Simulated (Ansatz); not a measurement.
# What KVSe3 (model cell, started as cubic perovskite with V in the octahedra) distorts into

Which phase does KVSe3 (model cell, started as cubic perovskite with V in the octahedra) fall into along its unstable mode, and how much energy does it gain?

Method: DFT PBEsol, scalar-relativistic, plane waves, PAW; PAW set soft_1, in Ansatz 0.2.0.

The structure was built from a prototype and need not be the compound's stable phase.

## Step 1: The starting structure

Symmetry: Pm-3m, No. 221, cubic system. The conventional cell has a = 4.859 Å, b = 4.859 Å, c = 4.859 Å, α = 90.00°, β = 90.00°, γ = 90.00°. Nearest to K lie 12 Se at 3.44 Å. V has 6 Se at 2.43 Å nearest. Nearest to Se lie 2 V at 2.43 Å and 4 K at 3.44 Å. Farther neighbours and most contacts between anions are not listed.

Coordinates:

```cif
data_structure
_symmetry_space_group_name_H-M 'Pm-3m'
_symmetry_Int_Tables_number 221
_cell_length_a 4.8592
_cell_length_b 4.8592
_cell_length_c 4.8592
_cell_angle_alpha 90.000
_cell_angle_beta 90.000
_cell_angle_gamma 90.000
_cell_volume 114.74
loop_
_atom_site_label
_atom_site_type_symbol
_atom_site_symmetry_multiplicity
_atom_site_Wyckoff_symbol
_atom_site_fract_x
_atom_site_fract_y
_atom_site_fract_z
_atom_site_occupancy
K1 K 1 a 0.00000 0.00000 0.00000 1
V1 V 1 b 0.50000 0.50000 0.50000 1
Se1 Se 3 c 0.50000 0.50000 0.00000 1
```

## Step 2: Response at finite wavevector

The cell comes from relaxations at this level that are not shown. Stability and thermal properties need the whole zone. Linear response on a 2×2×2 q mesh gives force constants as far as a supercell of that size would.

File input.yaml:

```yaml
crystal:
  lattice:
    - [4.8592117424, 0.0, 0.0]
    - [0.0, 4.8592117424, 0.0]
    - [0.0, 0.0, 4.8592117424]
  atoms:
    - { symbol: K, position: [0.0, 0.0, 0.0] }
    - { symbol: V, position: [0.5, 0.5, 0.5] }
    - { symbol: Se, position: [0.5, 0.5, 0.0] }
    - { symbol: Se, position: [0.5, 0.0, 0.5] }
    - { symbol: Se, position: [0.0, 0.5, 0.5] }
kpoints:
  mp_grid: { grid: [8, 8, 8] }
hamiltonian:
  xc: pbesol
  pseudopotentials: { kind: paw, azcp: { folder: soft_1 }, xc_functional: pbe }
scf:
  occupations: { method: methfessel_paxton, width: 0.2 }
output:
  eigenvalues: true
phonons:
  method: dfpt
  qmesh: [2, 2, 2]
  temperatures: { t_max: 1000, t_step: 50 }
  qpath:
    path:
      - [[0.0, 0.0, 0.0], [0.0, 0.5, 0.0], [0.5, 0.5, 0.0], [0.0, 0.0, 0.0], [0.5, 0.5, 0.5], [0.0, 0.5, 0.0]]
      - [[0.5, 0.5, 0.5], [0.5, 0.5, 0.0]]
    npoints: 10
```

On the command line:

```bash
$ ansatz run input.yaml --threads 8 --pin off --max-ram 16384MiB --backend cpu --events-out ev --progress --plain --runs-dir out
```

Numbers of over 12 decimals in the logs are rounded to 6 here.

What it wrote:

```text
Engine: ansatz 0.2.0, aarch64-unknown-linux-gnu
Pseudopotentials: kind: paw
Pseudopotential: K, paw, valence charge 9, recommended cutoff 420 eV (normal), soft_1/K.paw.azcp
Pseudopotential: V, paw, valence charge 13, recommended cutoff 420 eV (normal), soft_1/V.paw.azcp
Pseudopotential: Se, paw, valence charge 16, recommended cutoff 420 eV (normal), soft_1/Se.paw.azcp
Functional definition: PBEsol
  exchange = pbesol_x
  correlation = pbesol_c
Crystal: 5 atoms, lattice volume = 114.735 Å³
Basis set: ecut = 420 eV, 2205 PW (Γ), exchange–correlation on 72×72×72 points (8 copies of the dense FFT grid, shifted against one another)
Bands: 42, of which v1, the nominal top of the filled ones, is band 35 counted from 1 (34 counted from 0)
Symmetry: 48 space group operations
k-points: 35 of 512
Non-local potential: K, projectors of the file, l = 0: 3, l = 1: 2, l = 2: 2
Non-local potential: V, projectors of the file, l = 0: 3, l = 1: 2, l = 2: 3, l = 3: 1
Non-local potential: Se, projectors of the file, l = 0: 2, l = 1: 2, l = 2: 3, l = 3: 1
PAW form: soft (Blöchl's): semilocal exchange-correlation on the pseudo side does not see the compensation charge
PAW frozen core: K, regenerated for the run's functional, and the local potential with it (the file was generated under x = pbe(κ = 0.804, μ = 0.219515), c = pbe(β = 0.066725))
PAW frozen core: V, regenerated for the run's functional, and the local potential with it (the file was generated under x = pbe(κ = 0.804, μ = 0.219515), c = pbe(β = 0.066725))
PAW frozen core: Se, regenerated for the run's functional, and the local potential with it (the file was generated under x = pbe(κ = 0.804, μ = 0.219515), c = pbe(β = 0.066725))
PAW one-centre angular grid: K, 110 points (default); XC on 64 Gauss nodes
PAW one-centre angular grid: V, 590 points (default); XC on 64 Gauss nodes
PAW one-centre angular grid: Se, 590 points (default); XC on 64 Gauss nodes
Initial density: superposition of atomic densities (chi_scale 0.1, normalization cell, long waves kept (reshape's long-wave potential 0.00 eV rms))
Initial wavefunctions: pseudopotential atomic-orbital guess
Functional: x = pbesol(κ = 0.804, μ = 0.123457), c = pbesol(β = 0.046)
SCF iter   1: F=—  HF=-20681.448303 eV  |F-HF|=—  |Δ(HF+E_count)|=         —  Δρ=1.99e-1  dr2=7.56e1  ethr=3.10e-3  ⟨swp⟩=7.3  Hψ=5475  notcnv=0
preconditioner: auto → Kerker (q_TF=auto, 2.513 Å⁻¹)  [metal: Δε(μ)=0.037 eV  Ē_g=9.270 eV  σ=0.200 eV  W_gap=0.16  n_scr=26 (ndim 8)  ℏωp=19.0 eV  f_vac=0.002  D(μ)=9.28/eV (n_scr^D=92)]
SCF iter   2: F=—  HF=-20678.177254 eV  |F-HF|=—  |Δ(HF+E_count)|=    3.27e0  S|Δr|=    0.00e0  Δρ=7.91e-2  dr2=1.34e1  ethr=3.10e-3  ⟨swp⟩=2.5  Hψ=2460  notcnv=0  defer=11
SCF iter   3: F=—  HF=-20677.105980 eV  |F-HF|=—  |Δ(HF+E_count)|=    1.07e0  S|Δr|=    0.00e0  Δρ=2.23e-2  dr2=1.05e0  ethr=3.10e-3  ⟨swp⟩=2.7  Hψ=2242  notcnv=0  defer=11
SCF iter   4: F=—  HF=-20677.019063 eV  |F-HF|=—  |Δ(HF+E_count)|=   8.69e-2  S|Δr|=    0.00e0  Δρ=3.79e-3  dr2=2.64e-2  ethr=1.50e-3  ⟨swp⟩=2.3  Hψ=1861  notcnv=0
SCF iter   5: F=—  HF=-20677.014710 eV  |F-HF|=—  |Δ(HF+E_count)|=   4.35e-3  S|Δr|=    0.00e0  Δρ=1.40e-3  dr2=5.30e-3  ethr=3.77e-5  ⟨swp⟩=2.1  Hψ=1949  notcnv=0
SCF iter   6: F=—  HF=-20677.014198 eV  |F-HF|=—  |Δ(HF+E_count)|=   5.12e-4  S|Δr|=    0.00e0  Δρ=6.49e-4  dr2=1.04e-3  ethr=7.57e-6  ⟨swp⟩=2.0  Hψ=2626  notcnv=0
SCF iter   7: F=—  HF=-20677.013876 eV  |F-HF|=—  |Δ(HF+E_count)|=   3.22e-4  S|Δr|=    0.00e0  Δρ=4.22e-4  dr2=4.02e-4  ethr=1.48e-6  ⟨swp⟩=2.7  Hψ=2391  notcnv=0
SCF iter   8: F=—  HF=-20677.013864 eV  |F-HF|=—  |Δ(HF+E_count)|=   1.19e-5  S|Δr|=    0.00e0  Δρ=1.72e-4  dr2=6.80e-5  ethr=5.75e-7  ⟨swp⟩=1.0  Hψ=1470  notcnv=0
SCF iter   9: F=—  HF=-20677.013859 eV  |F-HF|=—  |Δ(HF+E_count)|=   4.72e-6  S|Δr|=    0.00e0  Δρ=2.28e-5  dr2=1.16e-6  ethr=9.71e-8  ⟨swp⟩=1.7  Hψ=1568  notcnv=0
SCF iter  10: F=—  HF=-20677.013862 eV  |F-HF|=—  |Δ(HF+E_count)|=   3.40e-6  S|Δr|=    0.00e0  Δρ=1.03e-5  dr2=1.95e-7  ethr=1.66e-9  ⟨swp⟩=2.0  Hψ=1927  notcnv=0
[...]
SCF iter  13: F=—  HF=-20677.013862 eV  |F-HF|=—  |Δ(HF+E_count)|=  2.62e-10  S|Δr|=    0.00e0  Δρ=1.54e-7  dr2=2.71e-11  ethr=1.00e-12  ⟨swp⟩=2.0  Hψ=2630  notcnv=0
SCF iter  14: F=-20677.013862 eV  HF=-20677.013862 eV  |F-HF|=3.64e-12  |Δ(HF+E_count)|=  7.28e-12  S|Δr|=    0.00e0  Δρ=2.86e-8  dr2=1.27e-12  ethr=1.00e-12  ⟨swp⟩=6.2  Hψ=6769  notcnv=0
SCF 1 converged in 14 iterations: F = -20677.013862 eV  dr2 = 1.27e-12
  greatest PAW one-centre occupation: 1.000 electrons in one spin orbital (limit 2), on the Se atom at site 4 (counted from 0), in its partial waves of l = 2
Initial density: read from a saved state, or passed on in memory by an earlier SCF of this step, an earlier step, the calling program or the single point that the run made first
iter 1 solved again at ethr=2.09e-7 eV; its pass at ethr=3.10e-3 eV (dr2=1.46e-4 eV) is discarded
SCF iter   1: F=—  HF=-20677.013860 eV  |F-HF|=—  |Δ(HF+E_count)|=         —  Δρ=7.36e-7  dr2=7.92e-10  ethr=2.09e-7  ⟨swp⟩=3.0  Hψ=8511  notcnv=0
eigensolver tolerance schedule: the retry pair's looser diagonalisation over-reported the residual by 184289.05 of it (diagonalisation noise at an unbounded share of the residual, at the tolerance the schedule requests for it); recorded, not acted on — ethr = c·dr2/N_el stays at c = 1.0e-1
preconditioner: auto → LDOS  [metal: Δε(μ)=0.086 eV  Ē_g=9.299 eV  σ=0.200 eV  W_gap=0.35  n_scr=26 (ndim 8)  ℏωp=19.0 eV  f_vac=0.028  D(μ)=3.08/eV (n_scr^D=18)  β→1.0]
SCF iter   2: F=—  HF=-20677.013862 eV  |F-HF|=—  |Δ(HF+E_count)|=   2.46e-6  S|Δr|=    0.00e0  Δρ=8.75e-7  dr2=1.00e-9  ethr=1.13e-12  ⟨swp⟩=3.2  Hψ=4016  notcnv=0
SCF iter   3: F=—  HF=-20677.013862 eV  |F-HF|=—  |Δ(HF+E_count)|=  3.06e-10  S|Δr|=    0.00e0  Δρ=4.62e-7  dr2=3.74e-10  ethr=1.13e-12  ⟨swp⟩=2.0  Hψ=2120  notcnv=0
SCF iter   4: F=—  HF=-20677.013862 eV  |F-HF|=—  |Δ(HF+E_count)|=  2.18e-11  S|Δr|=    0.00e0  Δρ=3.26e-7  dr2=1.60e-10  ethr=1.00e-12  ⟨swp⟩=1.0  Hψ=1470  notcnv=0
SCF iter   5: F=—  HF=-20677.013862 eV  |F-HF|=—  |Δ(HF+E_count)|=  3.27e-11  S|Δr|=    0.00e0  Δρ=1.75e-7  dr2=4.45e-11  ethr=1.00e-12  ⟨swp⟩=1.0  Hψ=1470  notcnv=0
SCF iter   6: F=—  HF=-20677.013862 eV  |F-HF|=—  |Δ(HF+E_count)|=  7.28e-12  S|Δr|=    0.00e0  Δρ=1.04e-7  dr2=1.53e-11  ethr=1.00e-12  ⟨swp⟩=1.0  Hψ=1470  notcnv=0
SCF iter   7: F=-20677.013862 eV  HF=-20677.013862 eV  |F-HF|=0.00e0  |Δ(HF+E_count)|=  3.64e-12  S|Δr|=    0.00e0  Δρ=5.08e-8  dr2=3.90e-12  ethr=1.00e-12  ⟨swp⟩=2.5  Hψ=3076  notcnv=0
SCF 2 converged in 7 iterations: F = -20677.013862 eV  dr2 = 3.90e-12
  greatest PAW one-centre occupation: 1.000 electrons in one spin orbital (limit 2), on the Se atom at site 3 (counted from 0), in its partial waves of l = 2
phonons: the bands overlap, so this run is a metal and interpolates without the dipole-dipole term. If the crystal is really an insulator or semiconductor, its LO-TO splitting is missing
NSCF: frozen V_eff on 35 k-points
WARN: eigensolver did not converge (k=9): 1 band(s) unlocked after 20 sweeps at ethr=1.05e-12 eV (storage-precision floor; scheduled 1.00e-12 eV) (lowest unlocked band 41, counted from 0; max residual 1.69e-4 eV among the unlocked bands, 1.69e-4 eV over every band; other slots of this pass that fall short are told together in one closing line; warning suppressed until the next SCF loop or pass starts)
WARN: eigensolver did not converge in 10 slots of this pass, the one above among them; of largest residual over every band (k=12): 1 band(s) unlocked (lowest unlocked band 41, counted from 0; max residual 6.52e-4 eV among the unlocked bands, 6.52e-4 eV over every band); of lowest unlocked band (k=9): band 41
NSCF: frozen V_eff on 125 k-points
DFPT response loops at q = (0, 0, 0) (fractional): preconditioner auto → Kerker (q_TF=auto, 2.513 Å⁻¹) (partly filled bands, converged f_vac=0.028); β = 1.00, the filter's whole step (`scf.mixing.beta` (0.50) is not read by the response loops under this deck's `scf.mixing.preconditioner`; to damp them name `kerker` or `kerker_dos`, under which they read `scf.mixing.beta`, and type it under 1.00, their step now; both keys bind the ground state too); Broyden in place of MSR1
NSCF: frozen V_eff on 250 k-points
DFPT response loops at q = (0, 0, -0.5) (fractional): mixed as the last ones told, above
NSCF: frozen V_eff on 250 k-points
DFPT response loops at q = (0, -0.5, -0.5) (fractional): mixed as the last ones told, above
NSCF: frozen V_eff on 250 k-points
DFPT response loops at q = (-0.5, -0.5, -0.5) (fractional): mixed as the last ones told, above
SCF converged after 14 iterations
Stability not checked: this state was not tested for a lower state beside it, because cold or Methfessel-Paxton smearing, or corrected tetrahedra, fill the levels in a way that the test cannot read (fill_not_monotonic; see scf.lower_state_search)
Free energy (F): -20677.013862 eV
Harris-Foulkes:  -20677.013862 eV  (|F-HF|=3.64e-12)
Internal energy: -20677.022411 eV  (E = F + TS)
E sigma→0 (E₀):  -20677.015999 eV
Entropy (-TS):   0.008548 eV (1.710 meV/atom)
Fermi energy:    8.381485 eV
--- Per-component energies (eV) ---
  E_band       = -1468.836024
  E_kinetic    = 884.113794
  E_local      = -10347.039589  (includes V_loc(G=0)·N_el)
  E_nonlocal   = -962.272521
  E_hartree    = 5173.561292
  E_xc         = -502.038245
  E_vxc        = -580.779797  (∫ρ·V_xc dr)
  E_paw        = -8120.068435  (= ΣΔE_a)
  E_vpaw       = -809.980430  (= ΣTr[D̂ρ^β])
  E_aug_tail   = 0.000047  (compensation charges beyond the density's cutoff)
  E_ewald      = -6806.561674
  E_core_change = 3.282920  (= ΣΔE_core)
  E_smearing   = 0.008548  (= −TS)
  E_closure    = 0.000000  (closes the sum)
  Σ components = -20677.013862   (vs F -20677.013862, Δ=0.00e0)
--- Band table (eV; the first three rows and the last of 35) ---
  k-point 0: bands = [... 31 lower, 7.2256, 7.4402, 7.4402, 7.4402, 8.2429, 8.2429, 8.2429, 8.6186, ... 3 higher]
  k-point 1: bands = [... 31 lower, 7.0921, 7.4459, 7.5086, 7.7292, 7.7292, 8.4246, 8.4246, 8.6263, ... 3 higher]
  k-point 2: bands = [... 31 lower, 6.6228, 6.8090, 7.4595, 7.8063, 7.8063, 8.6389, 8.8347, 8.8347, ... 3 higher]
  k-point 34: bands = [... 31 lower, 4.5019, 8.8920, 8.8920, 8.8920, 9.1406, 9.1406, 9.1406, 12.0065, ... 3 higher]
--- Phonons (Γ-DFPT): 4 representative perturbations + reference (Σ response iterations 12) ---
  ASR residual: 4.698e-5 → 0.000e0 eV/Å²; symmetrization residual: 3.863e-6 eV/Å²
  ASR residual per site (eV/Å²): 2.49e-6 9.00e-6 4.70e-5 4.70e-5 4.70e-5
  Γ frequencies (cm⁻¹): -105.65 -105.65 -105.65 0.00 0.00 0.00 64.10 64.10 64.10 107.20 107.20 107.20 210.76 210.76 210.76
--- Phonons (arbitrary-q DFPT): 4 irreducible q on the 2×2×2 mesh ---
  q = [0.0000, 0.0000, 0.0000] (star 1, of the zone-centre solve; hermiticity 8.57e-7, symmetrization 9.06e-12): -105.65 -105.65 -105.65 -0.00 -0.00 0.00 64.10 64.10 64.10 107.20 107.20 107.20 210.76 210.76 210.76
  q = [0.0000, 0.0000, -0.5000] (star 3, 9 solved perturbations in 975 linear systems a pass and spin channel, the states on 125 of 512 k-point pairs; hermiticity 3.15e-7, symmetrization 3.22e-12): -100.32 -100.32 47.80 47.80 75.42 75.47 79.16 79.16 102.11 117.34 117.34 147.21 201.72 201.72 211.51
  q = [0.0000, -0.5000, -0.5000] (star 3, 9 solved perturbations in 975 linear systems a pass and spin channel, the states on 125 of 512 k-point pairs; hermiticity 1.29e-6, symmetrization 2.50e-12): -99.23 40.30 62.02 62.02 82.49 97.86 98.02 98.02 100.00 100.00 136.16 148.11 148.11 190.82 234.74
  q = [-0.5000, -0.5000, -0.5000] (star 1, 4 solved perturbations in 350 linear systems a pass and spin channel, the states on 125 of 512 k-point pairs; hermiticity 1.35e-6, symmetrization 2.63e-11): -80.47 -80.47 40.38 40.38 40.38 87.77 87.77 87.77 126.30 126.30 126.30 146.69 146.69 146.69 256.40
  sum rule: each row above includes the acoustic sum rule's correction from the zone centre's row sums; it moved no ω² by more than (0.40 cm⁻¹)²
  mesh force constants: q→R imaginary residual 2.79e-18; ASR residual 4.698e-5 → 0.000e0 eV/Å²; symmetrization residual 8.882e-15 eV/Å²
  interpolated dispersion: 62 rows × 15 modes
  density of states and harmonic sums: on the 14×14×14 q-mesh, interpolated from the force constants of a 2×2×2 supercell (no non-analytic term)
  largest difference from the sums on the solved wave vectors: F 1.67e-1 eV, S 2.07e-4 and C_V 5.36e-5 eV/K
  zero-point energy: 0.090890 eV/cell   skipped modes (ω ≤ 0): 211, of them read as no rigid motion or as one in doubt: 208 (1.657e0 modes/cell left out, lowest -105.65 cm⁻¹)   left out of the sums: 1.11e-1 of the cell's modes: C_V's classical limit lies that fraction below 3 k_B per atom; for a crystal, a wire or a layer, F and S can be off by more, and a phonons.interpolated_qmesh denser along its periods is the remedy for the sampling
```

Wall time 3.4 min (8 threads of Arm Neoverse V2, shared host); peak memory 1.9 GiB.

The column dr2 measures how far the density is from self-consistency, as an energy; F and HF (Harris–Foulkes) agree once it is small.

Numbers from this step:

```yaml
volume_per_atom: 22.95 Å³
gap_on_the_k_mesh: 0 eV
sum_rule_residual_before_enforcement: 4.70e-5 eV/Å²
lowest_frequency_on_the_path: -105.6 cm⁻¹
point_group: m-3m
highest_frequency_on_the_path_or_at_a_solved_wavevector: 256.4 cm⁻¹
highest_optical_mode_at_the_zone_centre_no_lo_to_term: 210.8 cm⁻¹
lowest_optical_zone_centre_mode: -105.7 cm⁻¹
lowest_mode_on_the_q_mesh_acoustic_modes_at_gamma_apart: -105.7 cm⁻¹
```

Frequencies (cm⁻¹) solved at each irreducible wavevector; negative means imaginary. Frequencies by wavevector, by row:

| q in reciprocal lattice units | star | mode 1 | mode 2 | mode 3 | mode 4 | mode 13 | mode 14 | mode 15 |
| --- | --- | --- | --- | --- | --- | --- | --- | --- |
| 0 0 0 | 1 | -105.7 | -105.7 | -105.7 | 0 | 210.8 | 210.8 | 210.8 |
| 0 0 -0.5 | 3 | -100.3 | -100.3 | 47.8 | 47.8 | 201.7 | 201.7 | 211.5 |
| 0 -0.5 -0.5 | 3 | -99.2 | 40.3 | 62 | 62 | 148.1 | 190.8 | 234.7 |
| -0.5 -0.5 -0.5 | 1 | -80.5 | -80.5 | 40.4 | 40.4 | 146.7 | 146.7 | 256.4 |

Interpolated from a 2×2×2 q mesh. The phonon branches at the labelled points (cm⁻¹):

| point | branch 1 | branch 2 | branch 3 | branch 4 | branch 12 | branch 13 | branch 14 | branch 15 |
| --- | --- | --- | --- | --- | --- | --- | --- | --- |
| Γ | -106 | -106 | -106 | 0 | 107 | 211 | 211 | 211 |
| halfway | -102 | -102 | -28 | 32 | 110 | 207 | 207 | 212 |
| X | -100 | -100 | 48 | 48 | 147 | 202 | 202 | 212 |
| halfway | -99 | 30 | 48 | 50 | 148 | 156 | 197 | 231 |
| M | -99 | 40 | 62 | 62 | 148 | 148 | 191 | 235 |
| halfway | -99 | -23 | 27 | 48 | 116 | 180 | 203 | 227 |
| Γ | -106 | -106 | -106 | 0 | 107 | 211 | 211 | 211 |
| halfway | 19 | 19 | 35 | 35 | 119 | 171 | 171 | 242 |
| R | -80 | -80 | 40 | 40 | 147 | 147 | 147 | 256 |
| halfway | -24 | -1 | 43 | 50 | 141 | 145 | 157 | 248 |
| X | -100 | -100 | 48 | 48 | 147 | 202 | 202 | 212 |
| jump to R | -80 | -80 | 40 | 40 | 147 | 147 | 147 | 256 |
| halfway | -48 | 13 | 40 | 53 | 142 | 144 | 144 | 252 |
| M | -99 | 40 | 62 | 62 | 148 | 148 | 191 | 235 |

Symmetry leaves 4 wavevectors to solve. The lowest mode among them, the acoustic zeros apart, lies at Γ and is imaginary, 105.7i cm⁻¹, so the energy falls along it.

## Step 3: The mode frozen in, largest atomic shift 0 Å

The mode followed lies at Γ with frequency 105.6i cm⁻¹ and is 3-fold degenerate, the softest among the wavevectors solved. At small amplitude the distorted cell has space group no. 160 by a symmetry search on the positions. The undistorted cell that holds it gives the zero of energy on the same k mesh.

input.yaml, the sections that differ from step 2:

```yaml
output:
  forces: true
  stress: true
  eigenvalues: true
# crystal, kpoints, hamiltonian, scf: as in step 2
# phonons: removed
```

What it wrote:

```text
[...]
Crystal: 5 atoms, lattice volume = 114.735 Å³
Basis set: ecut = 420 eV, 2205 PW (Γ), exchange–correlation on 72×72×72 points (8 copies of the dense FFT grid, shifted against one another)
Bands: 42, of which v1, the nominal top of the filled ones, is band 35 counted from 1 (34 counted from 0)
Symmetry: 48 space group operations
[...]
k-points: 35 of 512
[...]
k-point 0: bands = [... 31 lower, 7.2256, 7.4403, 7.4403, 7.4403, 8.2430, 8.2430, 8.2430, 8.6187, ... 3 higher]
  k-point 1: bands = [... 31 lower, 7.0921, 7.4459, 7.5086, 7.7293, 7.7293, 8.4247, 8.4247, 8.6264, ... 3 higher]
  k-point 2: bands = [... 31 lower, 6.6229, 6.8090, 7.4596, 7.8063, 7.8063, 8.6390, 8.8348, 8.8348, ... 3 higher]
  k-point 34: bands = [... 31 lower, 4.5019, 8.8920, 8.8920, 8.8920, 9.1407, 9.1407, 9.1407, 12.0065, ... 3 higher]
[key lines of the parts left out:]
SCF converged after 11 iterations
Free energy (F): -20677.013862 eV
Fermi energy:    8.381532 eV
P = ⅓ Tr σ = 0.0009 GPa (0.009 kbar)
```

Wall time 1.7 s (8 threads); peak memory 0.61 GiB; 12 s of CPU time.

This step gave:

```
pressure                         : 8.53e-4 GPa
energy from the undistorted cell : 0 meV/atom
```

The run ends at a pressure of 0.00 GPa.

## Step 4: The mode frozen in, largest atomic shift 0.45 Å

The atoms are moved along the unstable eigenvector, the largest shift by 0.45 Å, with the cell fixed.

input.yaml, the sections that differ from step 3:

```yaml
crystal:
  lattice:
    - [4.8592117424, 0.0, 0.0]
    - [0.0, 4.8592117424, 0.0]
    - [0.0, 0.0, 4.8592117424]
  atoms:
    - { symbol: K, position: [0.0076915034, -0.0076915034, -0.0076915034] }
    - { symbol: V, position: [0.4465329698, 0.5534670302, 0.5534670302] }
    - { symbol: Se, position: [0.5185191937, 0.4814808063, 0.0063566685] }
    - { symbol: Se, position: [0.5185191937, 0.0063566685, 0.4814808063] }
    - { symbol: Se, position: [-0.0063566685, 0.4814808063, 0.4814808063] }
# kpoints, hamiltonian, scf, output: as in step 3
```

What it wrote:

```text
[...]
Crystal: 5 atoms, lattice volume = 114.735 Å³
Basis set: ecut = 420 eV, 2205 PW (Γ), exchange–correlation on 72×72×72 points (8 copies of the dense FFT grid, shifted against one another)
Bands: 42, of which v1, the nominal top of the filled ones, is band 35 counted from 1 (34 counted from 0)
Symmetry: 6 space group operations
[...]
k-points: 65 of 512 (time reversal used)
[...]
k-point 0: bands = [... 31 lower, 6.7396, 6.9222, 6.9222, 7.2725, 8.9849, 8.9849, 9.5439, 9.9453, ... 3 higher]
  k-point 1: bands = [... 31 lower, 6.5957, 6.7625, 7.0419, 7.2864, 8.6706, 9.0720, 9.4293, 9.9414, ... 3 higher]
  k-point 2: bands = [... 31 lower, 6.4502, 6.4595, 6.8521, 7.2802, 8.4937, 9.2722, 9.4108, 9.9109, ... 3 higher]
  k-point 64: bands = [... 31 lower, 5.0717, 8.5819, 8.8279, 8.8279, 8.9101, 9.0255, 9.0255, 11.8434, ... 3 higher]
[key lines of the parts left out:]
SCF converged after 11 iterations
Free energy (F): -20677.147908 eV
Fermi energy:    8.517546 eV
P = ⅓ Tr σ = 2.1692 GPa (21.692 kbar)
```

It took 5.2 s on 8 threads; peak memory 0.62 GiB.

Numbers from this step:

- pressure: 2.169 GPa
- energy from the undistorted cell: -27.02 meV/atom

The energy, extrapolated to zero smearing, is -27.02 meV/atom against the undistorted cell.

The run ends at a pressure of 2.17 GPa, with forces up to 0.19 eV/Å.

[end of part 1 of 2]

[Logs are printed without paths, hosts, clocks, repeated set-up lines and the standing remarks that a program may print on its own settings, such as how far it seeks lower states.]

[Hosts, paths, dates, database ids (printed as entryN), source tags and the programs' standing remarks are cut or masked in the printed files.]
